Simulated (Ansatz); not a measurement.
# Gap against volume in H2C4SCl2O2 (C2/c) (176 atoms)

The cell holds 176 atoms: 32 H, 64 C, 16 S, 32 Cl and 32 O. Cell: a = 15.395 Å, b = 10.296 Å, c = 17.060 Å, α = 90.0°, β = 91.2°, γ = 90.0°. It derives from H2C4SCl2O2 (C2/c), repeated 2×1×2. The starting structure: H2C4SCl2O2, space group C2/c, structure from the Crystallography Open Database, 2 x 1 x 2 conventional cells; every coordinate displaced by a Gaussian of 0.01 Å; bonds to H set to neutron lengths (C-H 1.089, N-H 1.015, O-H 0.983, B-H 1.19 Å) where the listed ones are shorter.

Calculated with Ansatz 0.2.0: Kohn-Sham DFT, PBE+D3(BJ), PAW (set soft_2), plane waves; cutoff 420 eV, Γ point, fixed occupations. The relaxed cell was scaled evenly and the atoms were relaxed at each volume. The gap is that between the highest filled and the lowest empty Kohn-Sham level on the run's k-points.

| volume (Å³/atom) | gap (eV) |
| --- | --- |
| 13.824 | 2.065 |
| 14.439 | 2.128 |
| 14.899 | 2.168 |
| 15.360 | 2.202 |
| 15.821 | ? |
| 16.282 | 2.267 |

Task: Fit a straight line in ln V to the rows given and interpolate to the withheld row.

Worked fit:

A volume deformation potential makes the spacing linear in u = ln(V/V0), with V0 = 15.360 Å³ the relaxed volume; v is the spacing.

```
u = ln(V/V0)  v (eV)
   -0.105361  2.0654
  -0.0618748  2.1277
  -0.0304591  2.1678
           0  2.2022
   0.0582685  2.2669
```

With n = 5: mean u = -0.0278854, mean v = 2.16600, Σ(u − ū)² = 0.015365, Σ(u − ū)(v − v̄) = 0.018794. Slope b = 0.018794 / 0.015365 = 1.2232; intercept a = v̄ − b ū = 2.2001.

At the withheld volume u = 0.02956, and v = a + b u.

Prediction at 15.821: 2.236 eV. The run gave 2.237 eV, so the fit is low by 0.0011 eV (0.051 % of the value).

The slope, +1.22 eV, says that the spacing widens on expansion. Among the rows given, the largest miss of the fit is at 13.824, by 0.0058 eV (2.9 % of the range of the table).

Limits: The table spans 16 % in volume, wide for a linear law. Semilocal functionals tend to put gaps under measured ones. Only the Γ point is sampled. The mesh needn't hold the band edges.

[Logs are printed without paths, hosts, clocks, repeated set-up lines and the standing remarks that a program may print on its own settings, such as how far it seeks lower states.]

[Hosts, paths, dates, database ids (printed as entryN), source tags and the programs' standing remarks are cut or masked in the printed files.]
